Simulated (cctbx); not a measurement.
**X-rays or neutrons for the lightest atoms?**

Cell a = 6.8660 Å, b = 6.8660 Å, c = 16.3040 Å, α = 90.00°, β = 90.00°, γ = 90.00°; space group I4/mcm (no. 140); content Br16 As4 Ga4 H16. The heavier atoms are placed; H is still missing.

The data are simulated with cctbx, not measured: Cu Kα, λ = 1.54184 Å, to d = 0.8 Å, 70 % of the full sphere, strongest reflection 20000 counts, noise from counting, a 1.5 % proportional error and a noise floor of 15 counts (s.d.); no absorption.

Refinement without H (map in e/Å³):

```text
Rint 0.024, 230 unique reflections to 0.80 A
cycle     R1     wR2    GooF  max shift (A)
   1  0.1146  0.2228  15.129   0.02667
   2  0.0151  0.0292   1.982   0.00000
final R1 0.0151 wR2 0.0292 GooF 1.982  parameters 6  data/parameter 38.3
atom        x        y        z      Ueq    occ   su(xyz)  su(Uiso or U11)
Br1    0.50000  0.50000  0.15040   0.0068  1.000  0.00003  0.0001
Br2    0.31835  0.81835  0.00000   0.0096  1.000  0.00006  0.0001
As1    0.50000  0.00000  0.25000   0.0088  1.000  0.00000  0.0002
Ga1    0.00000  0.00000  0.00000   0.0087  1.000  0.00000  0.0002
difference map: max 1.03 min -0.89 rms 0.13
Q1    0.2358  0.2642  0.0000    8    1.09  0.53 A from Br2
Q2    0.1241  0.3759  0.2050   16    0.97  1.41 A from As1
Q3    0.1287  0.3713  0.0000    8    0.84  0.51 A from Br2
Q4    0.0000  0.5000  0.2195    8    0.80  0.50 A from As1
Q5    0.0237  0.0797  0.5000   16    0.56  0.57 A from Ga1
Q6    0.0000  0.0000  0.1040    8    0.39  0.76 A from Br1
Q7    0.0000  0.0000  0.1770    8    0.38  0.43 A from Br1
Q8    0.0358  0.3720  0.5000   16    0.35  1.54 A from Br2
```

Simulated single-crystal data (cctbx): neutrons of λ = 0.95 Å, to d = 0.8 Å, 70 % of the full sphere, strongest reflection 5000 counts, noise from counting, a 1.5 % proportional error and a noise floor of 15 counts (s.d.); no absorption.

Refinement without H (map in fm/Å³; only maxima are listed):

```text
Rint 0.045, 230 unique reflections to 0.80 A
cycle     R1     wR2    GooF  max shift (A)
   1  0.2656  0.4894  20.940   0.01738
   2  0.2481  0.4573  19.565   0.00001
final R1 0.2481 wR2 0.4573 GooF 19.565  parameters 6  data/parameter 38.3
atom        x        y        z      Ueq    occ   su(xyz)  su(Uiso or U11)
Br1    0.50000  0.50000  0.15041   0.0071  1.000  0.00061  0.0027
Br2    0.31869  0.81869  0.00000   0.0089  1.000  0.00132  0.0026
As1    0.50000  0.00000  0.25000   0.0065  1.000  0.00000  0.0033
Ga1    0.00000  0.00000  0.00000   0.0084  1.000  0.00000  0.0032
difference map: max 3.53 min -14.22 rms 0.98
Q1    0.1979  0.3021  0.0000    8    3.55  0.16 A from Br2
Q2    0.0000  0.0000  0.1550    8    3.31  0.07 A from Br1
Q3    0.0000  0.0000  0.0000    4    2.94  0.00 A from Ga1
Q4    0.0368  0.4632  0.2189   16    2.41  0.62 A from As1
Q5    0.0258  0.3171  0.2179   32    2.38  1.37 A from As1
Q6    0.0622  0.4378  0.5000    8    2.35  1.86 A from Br2
Q7    0.1922  0.3078  0.2258   16    2.30  1.91 A from As1
Q8    0.1037  0.2467  0.2921   32    2.06  2.00 A from As1
```

**Question.** Where is H, and which data fix it better?

H sits at (0.1154, 0.3846, 0.2053). Adding it takes R1 from 0.015 to 0.012 with X-rays and from 0.248 to 0.016 with neutrons. Its largest coordinate s.u. is 0.00451 with X-rays and 0.00013 with neutrons, so neutrons fix it better in these data. In the X-ray map Q2 marks it. No listed neutron peak is on it. Natural H has a negative scattering length, so it shows as a hole in the neutron map (minimum -14.2), not among the maxima.

Final neutron refinement:

```text
Rint 0.045, 230 unique reflections to 0.80 A
cycle     R1     wR2    GooF  max shift (A)
   1  0.1294  0.2393  10.310   0.01440
   2  0.0162  0.0279   1.200   0.00000
final R1 0.0162 wR2 0.0279 GooF 1.200  parameters 9  data/parameter 25.6
atom        x        y        z      Ueq    occ   su(xyz)  su(Uiso or U11)
Br1    0.50000  0.50000  0.15042   0.0069  1.000  0.00003  0.0001
Br2    0.31838  0.81838  0.00000   0.0097  1.000  0.00007  0.0001
As1    0.50000  0.00000  0.25000   0.0088  1.000  0.00000  0.0002
Ga1    0.00000  0.00000  0.00000   0.0088  1.000  0.00000  0.0002
H1     0.11519  0.38481  0.20533   0.0277  1.000  0.00013  0.0003
difference map: max 0.45 min -0.41 rms 0.09
Q1    0.2477  0.2523  0.0000    8    0.46  0.64 A from Br2
Q2    0.0906  0.2150  0.4566   32    0.29  1.73 A from Br2
Q3    0.0000  0.0000  0.1052    8    0.28  0.74 A from Br1
Q4    0.1347  0.2514  0.1433   32    0.28  1.37 A from H1
Q5    0.0663  0.3623  0.4313   32    0.25  2.06 A from Br2
Q6    0.0993  0.1603  0.0000   16    0.25  1.22 A from Br2
```

This is a model crystal, built by substitution and not relaxed, with assumed displacement parameters.

[Middle refinement cycles are left out of these outputs.]

[Logs are printed without paths, hosts, clocks, repeated set-up lines and the standing remarks that a program may print on its own settings, such as how far it seeks lower states.]
